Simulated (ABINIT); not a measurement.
Records of electronic-structure calculations.

```json
{"subject": "Quasiparticle gap of GaN (P6_3mc) in ABINIT", "lattice_ang": [[3.18, 0.0, 0.0], [-1.59, 2.754, 0.0], [0.0, 0.0, 5.166]], "atoms": [["Ga", 0.3333, 0.6667, 0.0], ["Ga", 0.6667, 0.3333, 0.5], ["N", 0.3333, 0.6667, 0.375], ["N", 0.6667, 0.3333, 0.875]], "method": "RPA screening on PBE, plane waves, norm-conserving pseudopotentials (and 2 further levels or steps)", "program": "ABINIT 10.8.3", "settings": "cutoff 45 Ha, PseudoDojo scalar-relativistic 0.4 stringent, norm-conserving, ngkpt (3, 3, 2), nband 60, ecuteps 4 Ha, inclvkb 2, shiftk (0, 0, 0), symchi 1, awtr 1, frequency ppm, 3×3×2 k-mesh", "cost": "5 runs, 70 s in all on 8 MPI ranks of Arm Neoverse V1, shared host", "notes": "The database entry behind the starting cell differs from other determinations of this structure. The program’s warnings: nproc spkpt=  >= nkpt= * nsppol=. The cell and positions come from the Crystallography Open Database and are kept as given unless a step says otherwise. Limits: no spin-orbit coupling. The 3×3×2 mesh is coarse for this cell, which bears on the long-range parts of exchange and screening.", "results": {"pbe_gap": "1.99 eV, direct", "g0w0_gap_on_the_mesh": "2.72 eV", "gw_settings": "3×3×2 mesh, 60 bands, screening to 108.8 eV, Godby-Needs plasmon pole", "known_limits": "short of the basis limit; no spin-orbit coupling; coarse k mesh"}}
```

[Long decimals in the printed logs are rounded to 6 places.]

[Logs are printed without paths, hosts, clocks, repeated set-up lines and the standing remarks that a program may print on its own settings, such as how far it seeks lower states.]

[Paths, hosts, dates, memory and timing lines, banners, echoed tables and standing remarks are left out of the program output; an Ansatz launch command may be rebuilt from the run's recorded settings. Measured values are a selection of at most five: reports struck by readers or far from the other reports are left out. None is set beside runs whose start may be inverted or whose files or cutoffs have a known fault.]

[Runs of the session that timed out or met a known fault of the program may be left out.]

[Hosts, paths, dates, database ids (printed as entryN), source tags and the programs' standing remarks are cut or masked in the printed files.]

[G0W0 gaps are taken among the corrected bands and points alone; a level outside them can change the order at an edge.]

[Where Ansatz stands beside ABINIT at settings called matched, ABINIT's density can come from a denser mesh and the files from another edition; pairs whose starting gaps differed by over 0.03 eV were left out, so agreement reads better than it is.]
